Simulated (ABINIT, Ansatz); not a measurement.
Planning a run of ABINIT 10.8.3 on YVO4 (I4_1/amd). The input:

```
acell 3*1.0 Angstrom
rprim 
  -3.559150000000 3.559150000000 3.144650000000
  3.559150000000 -3.559150000000 3.144650000000
  3.559150000000 3.559150000000 -3.144650000000
ntypat 3
znucl 39 23 8
natom 12
typat 1 1 2 2 3 3 3 3 3 3 3 3
xred 
  0.750000000000 0.250000000000 0.500000000000
  0.000000000000 0.000000000000 0.000000000000
  0.500000000000 0.500000000000 0.000000000000
  0.250000000000 0.750000000000 0.500000000000
  0.510000000000 0.325800000000 0.184200000000
  0.075800000000 0.391600000000 0.315800000000
  0.141600000000 0.325800000000 0.815800000000
  0.075800000000 0.760000000000 0.684200000000
  0.240000000000 0.924200000000 0.315800000000
  0.674200000000 0.490000000000 0.815800000000
  0.608400000000 0.924200000000 0.684200000000
  0.674200000000 0.858400000000 0.184200000000
pp_dirpath "pseudos"
pseudos "Y.upf, V.upf, O.upf"
ecut 38
ngkpt 4 4 4
nshiftk 1
shiftk 0 0 0
kptopt 1
chksymbreak 0
istwfk *1
occopt 1
irdwfk 1
optdriver 4
nband 259
gwcalctyp 0
ecutsigx 38
symsigma 1
nkptgw 1
kptgw 
  0.0000000000 0.0000000000 0.0000000000
bdgw 
  46 50
ecuteps 5.5
irdscr 1
ppmodel 1
indata_prefix "in"
outdata_prefix "out"
tmpdata_prefix "tmp"
```

```sh
OMP_NUM_THREADS=1 mpirun -n 8 abinit run.abi > log
```

Q: How long will it take on 8 MPI ranks of Arm Neoverse V2, shared host, and how much memory?

It took 43 s; on shared hardware allow 21 s to 86 s. Peak host memory was 7.8 GiB.

[Paths, hosts, dates, memory and timing lines, banners, echoed tables and standing remarks are left out of the program output.]

[Logs are printed without paths, hosts, clocks, repeated set-up lines and the standing remarks that a program may print on its own settings, such as how far it seeks lower states.]

[Runs of the session that timed out or met a known fault of the program may be left out.]

[Hosts, paths, dates, database ids (printed as entryN), source tags and the programs' standing remarks are cut or masked in the printed files.]

[G0W0 gaps are taken among the corrected bands and points alone; a level outside them can change the order at an edge.]

[Where Ansatz stands beside ABINIT at settings called matched, ABINIT's density can come from a denser mesh and the files from another edition; pairs whose starting gaps differed by over 0.03 eV were left out, so agreement reads better than it is.]
